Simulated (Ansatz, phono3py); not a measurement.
# KBr (Fm-3m): lattice thermal conductivity, part 2 of 4

How well does the lattice of KBr conduct heat?

Measurements to reproduce:
- thermal conductivity 3.4 W/m/K near room temperature (given in “Combining the AFLOW GIBBS and Elastic Libraries to efficiently and robustly screen thermo-mechanical properties of solids”, 2017, arXiv:1611.05714)
- thermal conductivity 3.4 W/m/K near room temperature (given in “Predicting the lattice thermal conductivity of solids by solving the Boltzmann transport equation: AFLOW - AAPL an automated, accurate and efficient framework”, 2017, arXiv:1611.05481)

Ansatz 0.2.0; DFT LDA, scalar-relativistic, plane waves, PAW.

So far. Step 2 (A first coarse run): The start is under -1.6 GPa at this level and looks like an insulator or semiconductor on this mesh.

### Step 4. A second relaxation

The relaxation is run once more from where the first one ended, as the script does after a large change of volume or of the gap, with mesh and occupations reviewed.

File input.yaml:

```yaml
crystal:
  lattice:
    - [0.0, 3.1875607726, 3.1875607726]
    - [3.1875607726, 0.0, 3.1875607726]
    - [3.1875607726, 3.1875607726, 0.0]
  atoms:
    - { symbol: K, position: [0.0, 0.0, 0.0] }
    - { symbol: Br, position: [0.5, 0.5, 0.5] }
kpoints:
  mp_grid: { grid: [6, 6, 6] }
hamiltonian:
  xc: lda
scf:
  occupations: { method: gaussian, width: 0.02 }
output:
  forces: true
  stress: true
  eigenvalues: true
  write_density: true
  write_potential: true
  elf: true
  volumetric_format: npy
relax:
  adjacent_minimum: "off"
  f_tol: 0.005
  max_steps: 80
  cell: { stress_tol: 0.05 }
```

The run is started by

```
$ ansatz run input.yaml --threads 4 --pin off --max-ram 16384MiB --backend cpu --events-out ev --progress --plain --runs-dir out
```

Numbers of over 12 decimals in the logs are rounded to 6 here.

Output:

```text
[...]
Crystal: 2 atoms, lattice volume = 64.775 Å³
Basis set: ecut = 420 eV, 1243 PW (Γ)
Bands: 12, of which v1, the nominal top of the filled ones, is band 8 counted from 1 (7 counted from 0)
Symmetry: 48 space group operations
[...]
k-points: 16 of 216
[...]
SCF iter   1: F=—  HF=-4193.641363 eV  |F-HF|=—  |Δ(HF+E_count)|=         —  Δρ=4.97e-3  dr2=9.57e-3  ethr=1.77e-3  ⟨swp⟩=6.9  Hψ=1348  notcnv=0
[...]
SCF iter   6: F=-4193.637932 eV  HF=-4193.637932 eV  |F-HF|=1.53e-8  |Δ(HF+E_count)|=   9.61e-9  Δρ=4.67e-6  dr2=1.83e-8  ethr=4.84e-10  ⟨swp⟩=6.4  Hψ=1173  notcnv=0
SCF 1 converged in 6 iterations: F = -4193.637932 eV  dr2 = 1.83e-8
[...]
relax step   1: F+E_penalty+E_count = -4193.63793232 eV  Δ(F+E_penalty+E_count) = +0.000e0 eV  max|allowed force component| = 4.142e-29 eV/Å  Δτ_max = 0.0000 Å  P = -0.033 GPa  Ω = 64.775 Å³  (6 SCF iters, dr2 threshold 1.00e-7 eV, accepted)
[...]
SCF iter   1: F=—  HF=-4193.637932 eV  |F-HF|=—  |Δ(HF+E_count)|=         —  Δρ=5.07e-6  dr2=1.78e-8  ethr=6.63e-7  ⟨swp⟩=3.1  Hψ=1889  notcnv=0
eigensolver tolerance schedule: the retry pair's looser diagonalisation over-reported the residual by 5973.80 of it (diagonalisation noise at an unbounded share of the residual, at the tolerance the schedule requests for it); recorded, not acted on — ethr = c·dr2/N_el stays at c = 1.0e-1
[...]
SCF iter   2: F=—  HF=-4193.637932 eV  |F-HF|=—  |Δ(HF+E_count)|=   1.12e-7  Δρ=8.45e-7  dr2=2.72e-10  ethr=1.11e-10  ⟨swp⟩=3.1  Hψ=414  notcnv=0
[...]
SCF iter   4: F=-4193.637932 eV  HF=-4193.637932 eV  |F-HF|=2.73e-12  |Δ(HF+E_count)|=  1.00e-11  Δρ=9.60e-8  dr2=2.84e-12  ethr=1.00e-12  ⟨swp⟩=5.8  Hψ=719  notcnv=0
SCF 2 converged in 4 iterations: F = -4193.637932 eV  dr2 = 2.84e-12
relax step   2: F+E_penalty+E_count = -4193.63793232 eV  Δ(F+E_penalty+E_count) = -8.218e-9 eV  max|allowed force component| = 4.155e-29 eV/Å  Δτ_max = 0.0000 Å  P = -0.033 GPa  Ω = 64.775 Å³  stress off target by 3.34e-2 GPa  SCF on the basis re-selected at this cell (its energy is not comparable with the rows above)  (4 SCF iters)
basis re-selected at this cell: Δ(F+E_penalty+E_count) = -8.218e-9 eV, ΔP = -0.000 GPa vs the last step (what re-selecting the basis moved, of the pressure what is left beyond the Pulay correction that the steps carried, after the strain that the cell walked since its last selection, with what the two solves' SCF thresholds leave and, on support functions, any second-order correction that the steps lacked; it is no m [...]
SCF converged after 4 iterations
Free energy (F): -4193.637932 eV
[...]
Internal energy: -4193.637932 eV  (E = F + TS)
E sigma→0 (E₀):  -4193.637932 eV
Fermi energy:    3.700478 eV
[...]
--- Stress (GPa, compression-positive) ---
       -0.033351       0.000000       0.000000
        0.000000      -0.033351       0.000000
        0.000000       0.000000      -0.033351
  P = ⅓ Tr σ = -0.0334 GPa (-0.334 kbar)
--- Band table (eV; the first three rows and the last of 16) ---
  k-point 0: bands = [... 4 lower, -9.4063, 1.5424, 1.5424, 1.5424, 5.8585, 8.8947, 8.8947, 8.8947]
  k-point 1: bands = [... 4 lower, -9.3290, 1.0707, 1.4203, 1.4203, 6.6073, 8.7611, 9.2565, 9.2565]
  k-point 2: bands = [... 4 lower, -9.1847, 0.3593, 1.1956, 1.1956, 7.6836, 9.2220, 10.2247, 10.2247]
  k-point 15: bands = [... 4 lower, -9.3373, 0.6986, 0.9380, 1.0038, 7.8182, 9.5778, 9.7964, 10.9263]
--- Relaxed structure (1 steps of the walk, 1 accepted, 1 SCFs on fresh bases) ---
[...]
cell:  # Å, volume = 64.7747 Å³
    - [0.0, 3.1875607726, 3.1875607726]
    - [3.1875607726, 0.0, 3.1875607726]
    - [3.1875607726, 3.1875607726, 0.0]
  atoms:
    - { symbol: K, position: [0.0, 0.0, 0.0] }
    - { symbol: Br, position: [0.500000, 0.500000, 0.500000] }
```

Wall time 0.77 s (4 threads of Arm Neoverse V1, shared host); peak memory 0.3 GiB; 2.3 s of CPU time.

Little changed from the start: no atom moved by 0.005 Å and no cell edge by 0.1 %.

Electrostatic potential energy in the ac plane of the conventional cell at fractional y = 0.000, with atoms of K and Br within 0.2 Å of it. With pseudopotentials it is smooth inside the atoms' cores, unlike the true potential.

Ten even steps from '_' (-67 eV) to '@' (7 eV), each cell a mean:
```
::==##@@@@@@%%--____..**@@@@@@%%++--
++**%%@@@@@@@@##--::++%%@@@@@@@@##++
%%%%@@@@@@@@@@@@%%%%@@@@@@@@@@@@@@%%
@@@@@@@@@@@@@@@@@@@@@@@@@@@@@@@@@@@@
@@@@@@@@@@@@@@@@@@@@@@@@@@@@@@@@@@@@
@@@@@@@@@@@@@@@@@@@@@@@@@@@@@@@@@@@@
++##@@@@@@@@@@%%##**##@@@@@@@@@@%%**
__::##@@@@@@%%**==--++##@@@@@@@@++..
____++@@@@@@%%++::::--**@@@@@@%%::__
__..**@@@@@@%%++--::==##@@@@@@%%--__
::++%%@@@@@@@@##++++**%%@@@@@@@@##--
%%@@@@@@@@@@@@@@%%%%%%@@@@@@@@@@@@%%
@@@@@@@@@@@@@@@@@@@@@@@@@@@@@@@@@@@@
@@@@@@@@@@@@@@@@@@@@@@@@@@@@@@@@@@@@
@@@@@@@@@@@@@@@@@@@@@@@@@@@@@@@@@@@@
**##@@@@@@@@@@%%**++##@@@@@@@@@@%%##
--++##@@@@@@@@++..__::##@@@@@@%%**==
::--**@@@@@@%%::______++@@@@@@%%++::
```
Columns run along a (6.4 Å; values clipped at the 3rd and 97th percentile), rows up along c (6.4 Å), edges of the conventional cell, whose origin can differ from the input's. Atoms in or near the plane, at fractional coordinates: K at (0.00, 0.00), K at (0.50, 0.50), Br at (0.50, 0.00), Br at (0.00, 0.50).

ELF in the ac plane of the conventional cell at fractional y = 0.000, with atoms of K and Br within 0.2 Å of it. It is the smooth field of the valence electrons, not physical close to the nuclei.

Ten even steps from '0' (0.02) to '9' (0.86), each cell a mean:
```
899316982059831699
997116998799830489
752004899998620146
100001466665300001
332100011110000233
987410013320003688
999720279985005899
479830599998216995
049931798799316970
059831699899316982
799830489997116998
998620146752004899
665300001100001466
110000233332100011
320003688987410013
985005899999720279
998216995479830599
799316970049931798
```
Columns run along a (6.4 Å), rows up along c (6.4 Å), edges of the conventional cell, whose origin can differ from the input's. Atoms in or near the plane, at fractional coordinates: K at (0.00, 0.00), K at (0.50, 0.50), Br at (0.50, 0.00), Br at (0.00, 0.50).

Valence density in the ac plane of the conventional cell at fractional y = 0.000, with atoms of K and Br within 0.2 Å of it. It is the smooth field of the valence electrons, not physical close to the nuclei.

Values in e/Å³, 10 rows by 16 columns, each cell a mean:
```
3.3 2.0 0.5 0.1 0.1 0.4 0.9 0.9 0.8 1.0 0.6 0.2 0.1 0.2 1.2 2.9
0.5 0.3 0.1 0.0 0.1 0.1 0.3 0.5 0.6 0.4 0.2 0.1 0.0 0.1 0.2 0.4
0.2 0.1 0.1 0.0 0.0 0.0 0.1 0.1 0.1 0.1 0.0 0.0 0.0 0.0 0.1 0.1
0.8 0.6 0.3 0.1 0.0 0.1 0.3 0.8 1.0 0.5 0.2 0.0 0.1 0.2 0.5 0.7
0.6 1.1 0.7 0.2 0.1 0.3 1.6 3.5 3.9 2.5 0.6 0.1 0.1 0.4 1.0 0.8
0.8 1.0 0.6 0.2 0.1 0.2 1.2 2.9 3.3 2.0 0.5 0.1 0.1 0.4 0.9 0.9
0.6 0.4 0.2 0.1 0.0 0.1 0.2 0.4 0.5 0.3 0.1 0.0 0.1 0.1 0.3 0.5
0.1 0.1 0.0 0.0 0.0 0.0 0.1 0.1 0.2 0.1 0.1 0.0 0.0 0.0 0.1 0.1
1.0 0.5 0.2 0.0 0.1 0.2 0.5 0.7 0.8 0.6 0.3 0.1 0.0 0.1 0.3 0.8
3.9 2.5 0.6 0.1 0.1 0.4 1.0 0.8 0.6 1.1 0.7 0.2 0.1 0.3 1.6 3.5
```
Columns run along a (6.4 Å), rows up along c (6.4 Å), edges of the conventional cell, whose origin can differ from the input's. Atoms in or near the plane, at fractional coordinates: K at (0.00, 0.00), K at (0.50, 0.50), Br at (0.50, 0.00), Br at (0.00, 0.50).

### Step 5. Tight relaxation

The relaxation is repeated with tighter thresholds on force and stress, since phonons are sensitive to what is left; a change of mesh or smearing in the input moves the cell too.

Edit input.yaml of step 4 so:

```diff
@@ -13,3 +13,3 @@
 scf:
-  occupations: { method: gaussian, width: 0.02 }
+  occupations: { method: fixed }
 output:
@@ -24,4 +24,4 @@
   adjacent_minimum: "off"
-  f_tol: 0.005
-  max_steps: 80
-  cell: { stress_tol: 0.05 }
+  f_tol: 0.001
+  max_steps: 60
+  cell: { stress_tol: 0.01 }
```

Output:

```text
[...]
Crystal: 2 atoms, lattice volume = 64.775 Å³
Basis set: ecut = 420 eV, 1243 PW (Γ)
Bands: 12, of which v1, the nominal top of the filled ones, is band 8 counted from 1 (7 counted from 0)
Symmetry: 48 space group operations
[...]
k-points: 16 of 216
[...]
SCF iter   1: F=—  HF=-4193.641155 eV  |F-HF|=—  |Δ(HF+E_count)|=         —  Δρ=4.97e-3  dr2=9.67e-3  ethr=1.77e-3  ⟨swp⟩=5.4  Hψ=1051  notcnv=0  defer=28
[...]
SCF iter   6: F=-4193.637932 eV  HF=-4193.637932 eV  |F-HF|=3.59e-9  |Δ(HF+E_count)|=   6.15e-9  Δρ=2.43e-6  dr2=4.67e-9  ethr=3.11e-10  ⟨swp⟩=9.2  Hψ=1669  notcnv=0
SCF 1 converged in 6 iterations: F = -4193.637932 eV  dr2 = 4.67e-9
[...]
relax step   1: F+E_penalty+E_count = -4193.63793232 eV  Δ(F+E_penalty+E_count) = +0.000e0 eV  max|allowed force component| = 2.971e-29 eV/Å  Δτ_max = 0.0000 Å  P = -0.033 GPa  Ω = 64.775 Å³  (6 SCF iters, dr2 threshold 1.00e-7 eV, accepted)
Crystal: 2 atoms, lattice volume = 64.711 Å³
[...]
SCF iter   4: F=-4193.637948 eV  HF=-4193.637948 eV  |F-HF|=7.09e-11  |Δ(HF+E_count)|=   1.13e-9  Δρ=5.32e-7  dr2=2.26e-10  ethr=1.73e-11  ⟨swp⟩=8.8  Hψ=1367  notcnv=0
SCF 2 converged in 4 iterations: F = -4193.637948 eV  dr2 = 2.26e-10
relax step   2: F+E_penalty+E_count = -4193.63794779 eV  Δ(F+E_penalty+E_count) = -1.547e-5 eV  max|allowed force component| = 2.275e-29 eV/Å  Δτ_max = 0.0000 Å  P = -0.014 GPa  Ω = 64.711 Å³  energy of the carried Pulay correction = +6.154e-6 eV  (4 SCF iters, dr2 threshold 2.77e-9 eV, accepted)
Crystal: 2 atoms, lattice volume = 64.667 Å³
[...]
SCF iter   4: F=-4193.637954 eV  HF=-4193.637954 eV  |F-HF|=3.00e-11  |Δ(HF+E_count)|=  4.50e-10  Δρ=3.66e-7  dr2=1.09e-10  ethr=2.88e-12  ⟨swp⟩=8.3  Hψ=1297  notcnv=0
SCF 3 converged in 4 iterations: F = -4193.637954 eV  dr2 = 1.09e-10
relax step   3: F+E_penalty+E_count = -4193.63795386 eV  Δ(F+E_penalty+E_count) = -6.070e-6 eV  max|allowed force component| = 1.985e-29 eV/Å  Δτ_max = 0.0000 Å  P = +0.000 GPa  Ω = 64.667 Å³  energy of the carried Pulay correction = +1.039e-5 eV  (4 SCF iters, dr2 threshold 4.60e-10 eV, accepted)
[...]
SCF iter   5: F=-4193.637942 eV  HF=-4193.637942 eV  |F-HF|=0.00e0  |Δ(HF+E_count)|=  1.82e-12  Δρ=5.16e-8  dr2=6.83e-13  ethr=1.00e-12  ⟨swp⟩=8.3  Hψ=1124  notcnv=0
SCF 4 converged in 5 iterations: F = -4193.637942 eV  dr2 = 6.83e-13
relax step   4: F+E_penalty+E_count = -4193.63794203 eV  Δ(F+E_penalty+E_count) = +1.183e-5 eV  max|allowed force component| = 2.445e-29 eV/Å  Δτ_max = 0.0000 Å  P = +0.000 GPa  Ω = 64.667 Å³  stress off target by 1.02e-4 GPa  SCF on the basis re-selected at this cell (its energy is not comparable with the rows above)  (5 SCF iters)
[...]
SCF converged after 5 iterations
Free energy (F): -4193.637942 eV
[...]
Internal energy: -4193.637942 eV  (E = F + TS)
E sigma→0 (E₀):  -4193.637942 eV
Fermi energy:    1.555280 eV
[...]
--- Stress (GPa, compression-positive) ---
        0.000102      -0.000000      -0.000000
       -0.000000       0.000102      -0.000000
       -0.000000      -0.000000       0.000102
  P = ⅓ Tr σ = 0.0001 GPa (0.001 kbar)
--- Band table (eV; the first three rows and the last of 16) ---
  k-point 0: bands = [... 4 lower, -9.3908, 1.5553, 1.5553, 1.5553, 5.8763, 8.9072, 8.9072, 8.9072]
  k-point 1: bands = [... 4 lower, -9.3131, 1.0823, 1.4327, 1.4327, 6.6261, 8.7742, 9.2696, 9.2696]
  k-point 2: bands = [... 4 lower, -9.1682, 0.3691, 1.2071, 1.2071, 7.7010, 9.2393, 10.2394, 10.2394]
  k-point 15: bands = [... 4 lower, -9.3215, 0.7099, 0.9491, 1.0157, 7.8303, 9.5977, 9.8132, 10.9456]
--- Relaxed structure (3 steps of the walk, 3 accepted, 1 SCFs on fresh bases) ---
[...]
cell:  # Å, volume = 64.6675 Å³
    - [0, 3.185801, 3.185801]
    - [3.185801, 0, 3.185801]
    - [3.185801, 3.185801, 0]
  atoms:
    - { symbol: K, position: [0, 0, 0] }
    - { symbol: Br, position: [0.500000, 0.500000, 0.500000] }
```

Wall time 1.2 s (4 threads); peak memory 0.3 GiB; 3.9 s of CPU time.

Little changed from the start: no atom moved by 0.005 Å and no cell edge by 0.1 %.

This step gave:

* pressure: 1.02e-4 GPa
* gap on the k-mesh: 4.321 eV
* volume per atom: 32.33 Å³

Valence density in the ac plane of the conventional cell at fractional y = 0.000, with atoms of K and Br within 0.2 Å of it. It is the smooth field of the valence electrons, not physical close to the nuclei.

Ten even steps from '_' (0.0 e/Å³) to '@' (4.2 e/Å³), each cell a mean:
```
@@**::______..::....::::______..==%%
++--..________..::::::..________::==
..______________......____________..
____________________________________
____________________________________
____________________________________
::..__________..::::..__________..::
::::..________--**##++..______..::::
__::::______..++@@@@##::______..::..
..::::______..==%%@@**::______..::..
::::..________::==++--..________..::
....____________....______________..
____________________________________
____________________________________
____________________________________
::..__________..::::..__________..::
##++..______..::::::::..________--**
@@##::______..::..__::::______..++@@
```
Columns run along a (6.4 Å), rows up along c (6.4 Å), edges of the conventional cell, whose origin can differ from the input's. Atoms in or near the plane, at fractional coordinates: K at (0.00, 0.00), K at (0.50, 0.50), Br at (0.50, 0.00), Br at (0.00, 0.50).

ELF in the ac plane of the conventional cell at fractional y = 0.000, with atoms of K and Br within 0.2 Å of it. It is the smooth field of the valence electrons, not physical close to the nuclei.

Ten even steps from '_' (0.02) to '@' (0.86), each cell a mean:
```
%%@@@@--..**@@%%::__++@@%%--..**@@@@
@@@@##....**@@@@%%##@@@@%%--__==%%@@
##++::____==%%@@@@@@@@%%**::__..==**
..________..==********++--________..
----::..______........________::----
@@%%##==..____..----::______--**%%%%
@@@@@@##::__::##@@@@%%++____++%%@@@@
==##@@%%--__++@@@@@@@@%%::..**@@@@++
__==@@@@--..##@@%%##@@@@--..**@@##__
__++@@%%--..**@@@@%%@@@@--..**@@%%::
##@@@@%%--__==%%@@@@@@##....**@@@@%%
@@@@%%**::__..==**##++::____==%%@@@@
****++--________....________..==****
....________::--------::..______....
--::______--**%%%%@@%%##==..____..--
@@%%++____++%%@@@@@@@@@@##::__::##@@
@@@@%%::..**@@@@++==##@@%%--__++@@@@
##@@@@--..**@@##____==@@@@--..##@@%%
```
Columns run along a (6.4 Å), rows up along c (6.4 Å), edges of the conventional cell, whose origin can differ from the input's. Atoms in or near the plane, at fractional coordinates: K at (0.00, 0.00), K at (0.50, 0.50), Br at (0.50, 0.00), Br at (0.00, 0.50).

Electrostatic potential energy in the ac plane of the conventional cell at fractional y = 0.000, with atoms of K and Br within 0.2 Å of it. With pseudopotentials it is smooth inside the atoms' cores, unlike the true potential.

Ten even steps from '0' (-67 eV) to '9' (7 eV), each cell a mean:
```
247999830016999853
568999973258999975
889999998899999998
999999999999999999
999999999999999999
999999999999999999
579999987679999986
027999864357999951
005999852236999820
016999853247999830
258999975568999973
899999998889999998
999999999999999999
999999999999999999
999999999999999999
679999986579999987
357999951027999864
236999820005999852
```
Columns run along a (6.4 Å; values clipped at the 3rd and 97th percentile), rows up along c (6.4 Å), edges of the conventional cell, whose origin can differ from the input's. Atoms in or near the plane, at fractional coordinates: K at (0.00, 0.00), K at (0.50, 0.50), Br at (0.50, 0.00), Br at (0.00, 0.50).

The residual pressure is 1.0e-4 GPa, small enough for phonons.

(Part 2 of 4 ends here.)

[Logs are printed without paths, hosts, clocks, repeated set-up lines and the standing remarks that a program may print on its own settings, such as how far it seeks lower states.]

[Hosts, paths, dates, database ids (printed as entryN), source tags and the programs' standing remarks are cut or masked in the printed files.]

[A step with changed settings may run another functional than the one named; its input shows which.]
